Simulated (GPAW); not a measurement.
**Optical response of CdSe**

Wanted: where CdSe starts to absorb, how strongly, and its refractive index.

Main program and level: GPAW 26.7.0; DFT, LDA, plane-wave PAW (GPAW data sets), scalar-relativistic, RPA, optical limit.

### 1. Set-up

The structure is cubic, space group F-43m (No. 216). Conventional cell: a = 6.141 Å, b = 6.141 Å, c = 6.141 Å, α = 90.00°, β = 90.00°, γ = 90.00°. Nearest to Cd lie 4 Se at 2.66 Å. Se has 4 Cd at 2.66 Å nearest. Farther neighbours and most contacts between anions are not listed.

### 2. Ground state

The self-consistent density comes first; it also tells whether there is a gap, which decides the occupations and the need for a Drude term.

This step: DFT, LDA, plane-wave PAW (GPAW data sets), scalar-relativistic, ground state (GPAW 26.7.0).

File gs.py:

```python
from ase import Atoms
from ase.dft.bandgap import bandgap
from gpaw import GPAW, PW, FermiDirac

atoms = Atoms(['Cd', 'Se'],
              cell=[[0.000000000000, 3.070271198600, 3.070271198600],
                    [3.070271198600, 0.000000000000, 3.070271198600],
                    [3.070271198600, 3.070271198600, 0.000000000000]],
              scaled_positions=[[0.000000000000, 0.000000000000, 0.000000000000],
                                [0.250000000000, 0.250000000000, 0.250000000000]],
              pbc=[True, True, True])
atoms.calc = GPAW(mode=PW(500), xc='LDA', kpts={'size': (6, 6, 6), 'gamma': True},
                  occupations=FermiDirac(0.05), maxiter=150, txt='gs.txt')
print('energy (eV)', atoms.get_potential_energy())
print('Fermi level (eV)', atoms.calc.get_fermi_level())
print('valence electrons', atoms.calc.get_number_of_electrons())
print('gap (eV)', bandgap(atoms.calc, output=None)[0])
print('direct gap (eV)', bandgap(atoms.calc, direct=True, output=None)[0])
atoms.calc.write('gs.gpw')
```

The run is started by

```
OMP_NUM_THREADS=1 python gs.py
```

Numbers of over 12 decimals in the logs are rounded to 6 here.

The log of the run:

```text
__  _  _
 | _ |_)|_||  |
 |__||  | ||/\| - 26.7.0

Versions:
  Python: 3.12.14
  ASE:    3.29.0
  Numpy:  2.5.5
  Scipy:  1.18.1
  Libxc:  7.0.0

Input parameters:
  mode=PW(ecut=500.0),
  kpts=MonkhorstPack(size=(6, 6, 6), gamma=True),
  maxiter=150,
  occupations=Occupations(name='fermi-dirac', width=0.05, fixmagmom=False),
  xc=XC(name='LDA')

Diagonalizing LCAO Hamiltonian
Converting LCAO to pw mode

            Se

       Cd

Atoms  # Å, Bohr magnetons
|   | symbol |        x |        y |        z |    initial magnetic moments |
| 0 |     Cd | 0.000000 | 0.000000 | 0.000000 | ( 0.0000,  0.0000,  0.0000) |
| 1 |     Se | 1.535136 | 1.535136 | 1.535136 | ( 0.0000,  0.0000,  0.0000) |

Unit cell  # Å
| periodic |        x |        y |        z |  lengths |    angles |
|      yes | 0.000000 | 3.070271 | 3.070271 | 4.342019 | 60.000000 |
|      yes | 3.070271 | 0.000000 | 3.070271 | 4.342019 | 60.000000 |
|      yes | 3.070271 | 3.070271 | 0.000000 | 4.342019 | 60.000000 |

Number of symmetries: 24
Symmetry operations  # r_c * U_cc + t_c -> r_c
|    | kind |            matrix            |
|  0 |  E   |  1, 0, 0,  0, 1, 0,  0, 0, 1 |
|  1 |  σ   |  1, 0, 0,  0, 0, 1,  0, 1, 0 |
|  2 |  σ   |  1, 0,-1,  0, 1,-1,  0, 0,-1 |
|  3 |  C3  |  1, 0,-1,  0, 0,-1,  0, 1,-1 |
|  4 |  C3  |  1,-1, 0,  0,-1, 1,  0,-1, 0 |
|  5 |  σ   |  1,-1, 0,  0,-1, 0,  0,-1, 1 |
|  6 |  σ   |  0, 1, 0,  1, 0, 0,  0, 0, 1 |
|  7 |  C3  |  0, 1, 0,  0, 0, 1,  1, 0, 0 |
|  8 |  C2  |  0, 1,-1,  1, 0,-1,  0, 0,-1 |
|  9 |  S4  |  0, 1,-1,  0, 0,-1,  1, 0,-1 |
| 10 |  C3  |  0, 0, 1,  1, 0, 0,  0, 1, 0 |
| 11 |  σ   |  0, 0, 1,  0, 1, 0,  1, 0, 0 |
| 12 |  S4  |  0, 0,-1,  1, 0,-1,  0, 1,-1 |
| 13 |  C3  |  0, 0,-1,  0, 1,-1,  1, 0,-1 |
| 14 |  S4  |  0,-1, 1,  1,-1, 0,  0,-1, 0 |
| 15 |  C2  |  0,-1, 1,  0,-1, 0,  1,-1, 0 |
| 16 |  C3  |  0,-1, 0,  1,-1, 0,  0,-1, 1 |
| 17 |  S4  |  0,-1, 0,  0,-1, 1,  1,-1, 0 |
| 18 |  S4  | -1, 1, 0, -1, 0, 1, -1, 0, 0 |
| 19 |  C3  | -1, 1, 0, -1, 0, 0, -1, 0, 1 |
| 20 |  C3  | -1, 0, 1, -1, 1, 0, -1, 0, 0 |
| 21 |  S4  | -1, 0, 1, -1, 0, 0, -1, 1, 0 |
| 22 |  σ   | -1, 0, 0, -1, 1, 0, -1, 0, 1 |
| 23 |  C2  | -1, 0, 0, -1, 0, 1, -1, 1, 0 |

BZ-sampling:
  Number of BZ points: 216
  Number of IBZ points: 16

  Monkhorst-Pack size: [6, 6, 6]
  Monkhorst-Pack shift: [0.083333, 0.083333, 0.083333]

K-points  # in reciprocal-cell coordinates
|     |                                coordinates |     weight |
|   0 | (  0.00000000,   0.00000000,   0.00000000) | 0.00462963 |
|   1 | (  0.16666667,   0.16666667,   0.00000000) | 0.02777778 |
|   2 | (  0.16666667,   0.16666667,   0.16666667) | 0.03703704 |
|   3 | (  0.33333333,   0.16666667,   0.16666667) | 0.05555556 |
|   4 | (  0.33333333,   0.33333333,  -0.33333333) | 0.05555556 |
|   5 | (  0.33333333,   0.33333333,   0.00000000) | 0.02777778 |
|   6 | (  0.33333333,   0.33333333,   0.16666667) | 0.11111111 |
|   7 | (  0.33333333,   0.33333333,   0.33333333) | 0.03703704 |
|   8 | (  0.50000000,   0.33333333,  -0.33333333) | 0.11111111 |
|   9 | (  0.50000000,   0.33333333,  -0.16666667) | 0.05555556 |
| ... |                                            |            |
|  15 | (  0.50000000,   0.50000000,   0.50000000) | 0.01851852 |

Plane wave coefficients: 1484
Cutoff: 500.0 eV

Spin-components: 1 (collinear spins)
Bands:           13
Projectors:      11
Spin-degeneracy: 2
Datatype:        complex128

Parallelization:
  kpt:    1
  domain: 1
  band:   1

Density:
  Valence electrons: 18.0
  Components: 1
  Grid points: [24 24 24]
  Charge: 0.0  # |e|

Potential:
  Grid points: [24 24 24]

species:
  Cd:
    name:    Cadmium
    id:
    Z:       48.0
    valence: 12
    core:    36
    charge:  0.0  # [|e|]
    compensation charges:
      type: gauss
      rc: 0.38  # [Å]
      lmax: 2
    cutoffs:
      filter: 2.12  # [Å]
      core: 2.62  # [Å]
    projectors
    | kind |    occ | energy [eV] | rcut [Å] |
    |   5s |  2.000 |      -5.950 |    1.191 |
    |   5p |  0.000 |      -1.328 |    1.228 |
    |   4d | 10.000 |     -11.904 |    1.164 |
    |    s |        |      21.261 |    1.191 |
    |    p |        |      25.883 |    1.228 |
    |    d |        |      15.307 |    1.164 |

    Using partial waves for Cd as LCAO basis

  Se:
    name:    Selenium
    id:
    Z:       34.0
    valence: 6
    core:    28
    charge:  0.0  # [|e|]
    compensation charges:
      type: gauss
      rc: 0.27  # [Å]
      lmax: 2
    cutoffs:
      filter: 1.77  # [Å]
      core: 2.67  # [Å]
    projectors
    | kind |    occ | energy [eV] | rcut [Å] |
    |   4s |  2.000 |     -17.472 |    0.847 |
    |   4p |  4.000 |      -6.656 |    1.005 |
    |    s |        |       9.739 |    0.847 |
    |    p |        |      20.555 |    1.005 |
    |    d |        |       0.000 |    0.847 |

    Using partial waves for Se as LCAO basis

Reference energy: -218053.140292  # eV

eigensolver:
  PPCG
  Converge bands: occupied
  niter=2

density mixing:
  MSR1-Mixer
  Pratt-step length: 0.05
  Maximum mixing coefficient: 0.75
  Old densities: 10
  SVD Regularization: 0.005
  Good broyden scale: 1.0
  Trust region scale: 1.0
  Backstep threshold: 4.0
  History deletion threshold: 6.0
  Fourier metric: weight=20.0, sigma=0.015

occupation numbers:
  Fermi-Dirac:
    width: 0.0500  # eV

poisson solver:
  ecut: 4000.0  # eV

xc functional:
  name: None

convergence criteria:
- Maximum [total energy] change in last 3 cyles: 0.0005 eV / valence electron
- Maximum integral of absolute [dens]ity change: 0.0001 electrons / valence electron
- Maximum integral of absolute [eigenst]ate change: 4e-08 eV^2 / valence electron
maximum number of iterations: 150

SCF iterations
|iter     |      energy | eigst |  dens |
|iter:   1||   -7.268443 | -0.58 |       |
|iter:   2||   -7.194188 | -2.51 | -1.20 |
|iter:   3||   -6.924954 | -1.38 | -1.24 |
|iter:   4||   -6.918849 | -3.28 | -1.78 |
|iter:   5||   -6.917572c| -3.60 | -2.25 |
|iter:   6||   -6.917562c| -5.09 | -2.94 |
|iter:   7||   -6.917563c| -6.43 | -3.56 |
|iter:   8||   -6.917563c| -7.28 | -4.67c|
|iter:   9||   -6.917563c| -7.72c| -5.21c|

Converged in 9 steps
SCF loop duration: 4.317 s (0.480 s/step)
Energy contributions relative to reference atoms: (reference = -218053.140292)

Energy contributions:
  Kinetic:          13.458266
  Coulomb:         -12.457454
  Zero:              0.044880
  External:          0.000000
  Xc:               -7.963045
  Entropy:          -0.000420
  Spinorbit:         0.000000
  ----------------------------
  Free energy:      -6.917773
  Extrapolated:     -6.917563

dipole moment: (-23.587708, -23.587708, -23.587708)  # |e|*Ang

Fermi level: 3.189
Eigenvalues  # (at kpt = [0.000, 0.000, 0.000])
| band index |      eig [eV] | occ [0-2] |
|          0 |        -9.499 |     2.000 |
|          1 |        -4.778 |     2.000 |
|          2 |        -4.778 |     2.000 |
|          3 |        -4.778 |     2.000 |
|          4 |        -4.424 |     2.000 |
|          5 |        -4.424 |     2.000 |
|          6 |         3.024 |     1.930 |
|          7 |         3.024 |     1.930 |
|          8 |         3.024 |     1.930 |
|          9 |         3.291 |     0.232 |
|         10 |         8.798 |     0.000 |
|         11 |         8.798 |     0.000 |
|         12 |         8.798 |     0.000 |

Gap: 0.267 eV
Transition (v -> c):
  (s=0, k=0, n=8, [0.00, 0.00, 0.00]) -> (s=0, k=0, n=9, [0.00, 0.00, 0.00])
No difference between direct/indirect transitions

--- standard output ---
energy (eV) -6.917563
Fermi level (eV) 3.189118
valence electrons 18.0
gap (eV) 0.266928
direct gap (eV) 0.266928
```

Run time: 5.5 s. Hardware: 1 thread of Arm Neoverse V2, shared host; peak memory 0.14 GiB.

This step gave:

```
energy                 : -6.918 eV
Fermi energy           : 3.189 eV
gap on the k-mesh      : 0.2669 eV
direct gap on the mesh : 0.2669 eV
electrons              : 18
```

There is a gap, 0.27 eV on this mesh (points off the mesh can give less), so no carriers' term is needed.

### 3. Bands for the response

The response needs many more empty bands than the density does.

This step: DFT, LDA, plane-wave PAW (GPAW data sets), scalar-relativistic, bands at fixed density (GPAW 26.7.0).

File nscf.py:

```python
from ase.dft.bandgap import bandgap
from gpaw import GPAW, FermiDirac

calc = GPAW('gs.gpw').fixed_density(kpts={'size': (16, 16, 16), 'gamma': True}, nbands=44, convergence={'bands': 38},
                                    occupations=FermiDirac(0.001), txt='nscf.txt')
print('gap (eV)', bandgap(calc, output=None)[0])
print('direct gap (eV)', bandgap(calc, direct=True, output=None)[0])
print('top band over the Fermi level (eV)', min(calc.get_eigenvalues(kpt=k)[37] for k in range(len(calc.get_ibz_k_points()))) - calc.get_fermi_level())
calc.write('full.gpw', mode='all')
```

The run is started by

```
OMP_NUM_THREADS=1 python nscf.py
```

The log of the run:

```text
Diagonalizing LCAO Hamiltonian
Converting LCAO to pw mode
convergence criteria:
- Maximum integral of absolute [eigenst]ate change: 4e-08 eV^2 / valence electron
maximum number of iterations: 150

SCF iterations
|iter     |      energy | eigst |  dens |
|iter:   1||             | +3.65 |       |
|iter:   2||             | +2.18 |       |
|iter:   3||             | +1.22 |       |
|iter:   4||             | +0.21 |       |
|iter:   5||             | -0.67 |       |
|iter:   6||             | -1.50 |       |
|iter:   7||             | -2.27 |       |
|iter:   8||             | -3.00 |       |
|iter:   9||             | -3.72 |       |
|iter:  10||             | -4.40 |       |
|iter:  11||             | -5.02 |       |
|iter:  12||             | -5.61 |       |
|iter:  13||             | -6.16 |       |
|iter:  14||             | -6.69 |       |
|iter:  15||             | -7.18 |       |
|iter:  16||             | -7.62c|       |
SCF steps: 16
  __  _  _
 | _ |_)|_||  |
 |__||  | ||/\| - 26.7.0

Versions:
  Python: 3.12.14
  ASE:    3.29.0
  Numpy:  2.5.5
  Scipy:  1.18.1
  Libxc:  7.0.0

Input parameters:
  mode=PW(ecut=500.0),
  convergence={'bands': 38},
  gpts=array([24, 24, 24]),
  kpts=MonkhorstPack(size=(16, 16, 16), gamma=True),
  maxiter=150,
  nbands=44,
  occupations=Occupations(name='fermi-dirac', width=0.001, fixmagmom=False),
  parallel={},
  xc=XC(name='LDA')

--- standard output ---
gap (eV) 0.266928
direct gap (eV) 0.266928
top band over the Fermi level (eV) 30.920198
```

The job ended after 3.6 min (1 thread; peak memory 0.34 GiB).

### 4. Dielectric function, RPA

Transitions between filled and empty bands, summed over the zone, give the optical response, so mesh, band count and broadening shape it.

The induced potential is part of this response.

This step: DFT, LDA, plane-wave PAW (GPAW data sets), scalar-relativistic, RPA, optical limit (GPAW 26.7.0).

File df.py:

```python
from gpaw.response.df import DielectricFunction

df = DielectricFunction('full.gpw', frequencies={'type': 'nonlinear', 'domega0': 0.03, 'omega2': 8},
                        ecut=30,
                        eta=0.2,
                        nbands=38,
                        txt='df.txt')
for direction in ['x']:
    df.get_dielectric_function(xc='RPA', direction=direction, filename=f'df_{direction}.csv')
```

The run is started by

```
OMP_NUM_THREADS=1 python df.py
```

The log of the run:

```text
Using integrator: PointIntegrator
NonLinearFrequencyDescriptor(from 0.000 to 47.253 eV, 458 points)
Nonperiodic BCs:  [False False False]
Using integrator: PointIntegrator
NonLinearFrequencyDescriptor(from 0.000 to 47.253 eV, 458 points)
Nonperiodic BCs:  [False False False]

Calculating chi0 body with:
    Ground state adapter containing:
    Number of spins: 1
    Number of kpoints: 4096
    Number of irreducible kpoints: 145
    Number of completely occupied states: 9
    Number of partially occupied states: 9

    Linear response parametrization:
    q_c: [0.0, 0.0, 0.0]
    Number of frequency points: 458
    Planewave cutoff: 30.0
    Number of bands: 38
    Number of planewaves: 15
    Broadening (eta): 0.2

Integrating chi0 body.

Symmetries of q_c:
    Direct symmetries (Uq -> q): 24
    Indirect symmetries (TUq -> q): 24
In total 48 allowed symmetries.

145 groups of equivalent kpoints. 96.4599609375% reduction.

Integral kind: spectral function

Calculating chi0 optical extensions with:
    Ground state adapter containing:
    Number of spins: 1
    Number of kpoints: 4096
    Number of irreducible kpoints: 145
    Number of completely occupied states: 9
    Number of partially occupied states: 9

    Linear response parametrization:
    Number of frequency points: 458
    Planewave cutoff: 30.0
    Number of bands: 38
    Number of planewaves: 15
    Broadening (eta): 0.2
Integrating chi0 head and wings.

Symmetries of q_c:
    Direct symmetries (Uq -> q): 24
    Indirect symmetries (TUq -> q): 24
In total 48 allowed symmetries.

145 groups of equivalent kpoints. 96.4599609375% reduction.

Integral kind: spectral function wings
```

Elapsed: 22 s, on 1 thread; peak memory 0.25 GiB.

Read-outs, printed or worked out from the files:

- electronic dielectric constant ε∞, mean over x, y and z (by symmetry where fewer were run): 11.90

The Im ε, E ∥ x has structure finer than the step of the table below, so its rows give means over 0.5 eV, whole bins alone (the curve runs from 0 to 19.9 eV). Peaks (eV: height): 0.27: 3.61, 3.06: 6.35, 5.12: 7.03, 6.66: 4.99.

Sum at mesh points, not converged in k; values under the direct gap are tails of Lorentzian lines. Im ε, E ∥ x against photon energy; means over each step:

photon energy (eV), Im ε, E ∥ x and a bar:
```
      0.5       2.44 ##########
      1.0       2.31 #########
      1.5       2.63 ###########
      2.0       3.12 #############
      2.5       4.25 ##################
      3.0       6.02 ##########################
      3.5       5.52 ########################
      4.0       4.98 ######################
      4.5       5.12 ######################
      5.0       6.77 ##############################
      5.5       5.86 ##########################
      6.0       4.52 ###################
      6.5       4.63 ####################
      7.0       4.85 #####################
      7.5       4.51 ###################
      8.0       3.42 ##############
      8.5       2.43 ##########
      9.0       1.80 #######
      9.5       1.52 #####
     10.0       1.38 #####
     10.5       1.33 ####
     11.0       1.22 ####
     11.5       1.04 ###
     12.0       0.86 ##
     12.5       0.77 ##
     13.0       0.74 ##
     13.5       0.74 ##
     14.0       0.82 ##
     14.5       0.71 ##
     15.0       0.59 #
     15.5       0.52 #
     16.0       0.50 #
     16.5       0.50 #
     17.0       0.52 #
     17.5       0.47 
     18.0       0.40 
     18.5       0.39 
     19.0       0.41 
     19.5       0.44
```

Sum at mesh points, not converged in k. Reflectivity at normal incidence, E ∥ x against photon energy; read off at these points:

```csv
photon energy (eV),"reflectivity at normal incidence, E ∥ x (%)"
0.00,30.3
0.50,23.1
1.00,22.7
1.50,23.4
2.00,24.2
2.50,26.0
3.00,28.3
3.50,25.5
4.00,23.7
4.50,23.3
5.00,29.9
5.22,31.7
5.50,30.4
6.00,26.6
6.50,25.1
7.00,28.8
7.50,33.5
8.00,38.7
8.50,37.9
9.00,35.6
9.50,27.0
10.00,26.2
10.50,21.9
11.00,22.4
11.50,22.3
12.00,19.2
12.50,15.1
13.00,12.7
13.50,9.11
14.00,10.5
14.40,12.1
14.50,12.0
15.00,10.3
15.50,7.40
16.00,6.42
16.50,5.07
17.00,5.49
17.50,5.36
18.00,4.11
18.50,3.11
19.00,2.72
19.50,2.63
```

The Im ε, E ∥ x has structure finer than the step of the table below, so its rows give means over 0.5 eV, whole bins alone (the curve runs from 0 to 19.9 eV). Peaks (eV: height): without local fields 0.27: 3.59, 3.10: 6.62, 5.12: 9.13, 6.60: 7.16; with local fields 0.27: 3.61, 3.06: 6.35, 5.12: 7.03, 6.66: 4.99.

Sum at mesh points, not converged in k; values under the direct gap are tails of Lorentzian lines. The Im ε, E ∥ x by photon energy; means over each step:

```csv
photon energy (eV),without local fields,with local fields
0.5,2.42,2.44
1.0,2.28,2.31
1.5,2.61,2.63
2.0,3.13,3.12
2.5,4.35,4.25
3.0,6.26,6.02
3.5,5.90,5.52
4.0,5.57,4.98
4.5,6.22,5.12
5.0,8.73,6.77
5.5,7.60,5.86
6.0,6.08,4.52
6.5,6.75,4.63
7.0,6.47,4.85
7.5,5.07,4.51
8.0,3.31,3.42
8.5,2.35,2.43
9.0,1.81,1.80
9.5,1.63,1.52
10.0,1.48,1.38
10.5,1.45,1.33
11.0,1.27,1.22
11.5,1.03,1.04
12.0,0.843,0.858
12.5,0.791,0.773
13.0,0.784,0.737
13.5,0.832,0.736
14.0,0.887,0.818
14.5,0.724,0.710
15.0,0.619,0.589
15.5,0.581,0.523
16.0,0.520,0.504
16.5,0.535,0.502
17.0,0.520,0.523
17.5,0.397,0.471
18.0,0.336,0.401
18.5,0.367,0.389
19.0,0.387,0.415
19.5,0.398,0.440
```

Sum at mesh points, not converged in k; values under the direct gap are tails of Lorentzian lines. Table of loss function −Im 1/ε at q → 0, E ∥ x by energy loss; read off at these points:

```csv
energy loss (eV),"loss function −Im 1/ε at q → 0, E ∥ x"
0.00,0
0.50,0.0322
1.00,0.0381
1.50,0.0442
2.00,0.0474
2.50,0.0555
3.00,0.0820
3.50,0.116
4.00,0.124
4.50,0.115
5.00,0.121
5.50,0.171
6.00,0.223
6.50,0.197
7.00,0.207
7.50,0.219
8.00,0.245
8.50,0.317
9.00,0.422
9.50,0.603
10.00,0.671
10.50,0.720
11.00,0.789
11.50,0.917
12.00,1.18
12.50,1.29
13.00,1.28
13.17,1.30
13.50,1.14
14.00,1.08
14.50,1.32
15.00,1.43
15.15,1.46
15.50,1.30
16.00,1.22
16.50,1.05
17.00,1.08
17.50,1.11
18.00,0.973
18.50,0.814
19.00,0.742
19.50,0.720
```

Optical constants at common wavelengths, from n + ik = √ε:

```csv
wavelength (nm),n,k,R (%),1/α
800,2.75,0.512,23.2,124 nm
633,2.81,0.541,24.1,93 nm
532,2.80,0.639,24.6,66 nm
450,2.84,0.920,27.2,39 nm
405,2.66,1.191,28.2,27 nm
365,2.41,1.187,26.1,24 nm
193,1.74,1.281,23.9,12 nm
```

Below the direct gap, k and the depth come from the tails of the Lorentzian lines, not from transitions.

Rows near the edge hang on the gap, which this functional as a rule makes too small, and phonon-assisted absorption is left out.

### 5. Results

```yaml
electronic_dielectric_constant_eps_infinity_mean_over_x_y_and_z_by_symmetry_where_fewer_were_run_rpa: 11.9
```

What this shows: At this level (LDA, RPA) CdSe has ε∞ = 11.9 and n = 2.85 at 1550 nm. On the mesh the gap is 0.27 eV and the least direct gap 0.27 eV. Local fields change the static value along x from 12.55 to 11.90 (-5 %). Excitons and phonon-assisted transitions are missing; LDA gaps are as a rule too small, which pulls the onset down and ε∞ up. The gap is small and seen on the mesh alone; bands may touch between the points, and no carriers' term was added. In this version of GPAW the matrix elements of the optical limit are incomplete, which can lower ε − 1 by up to a tenth where first-row anions or d states rule, and shift it by more in d metals. The sum runs over mesh points 0.11 Å⁻¹ apart with no interpolation, so peaks are partly noise of the mesh; over so small a direct gap single mesh points weigh heavily, so ε∞, n and their changes from run to run can be far off.

[Machine, clock and banner lines and Python warnings are left out of the logs.]

[Logs are printed without paths, hosts, clocks, repeated set-up lines and the standing remarks that a program may print on its own settings, such as how far it seeks lower states.]

[Hosts, paths, dates, database ids (printed as entryN), source tags and the programs' standing remarks are cut or masked in the printed files.]
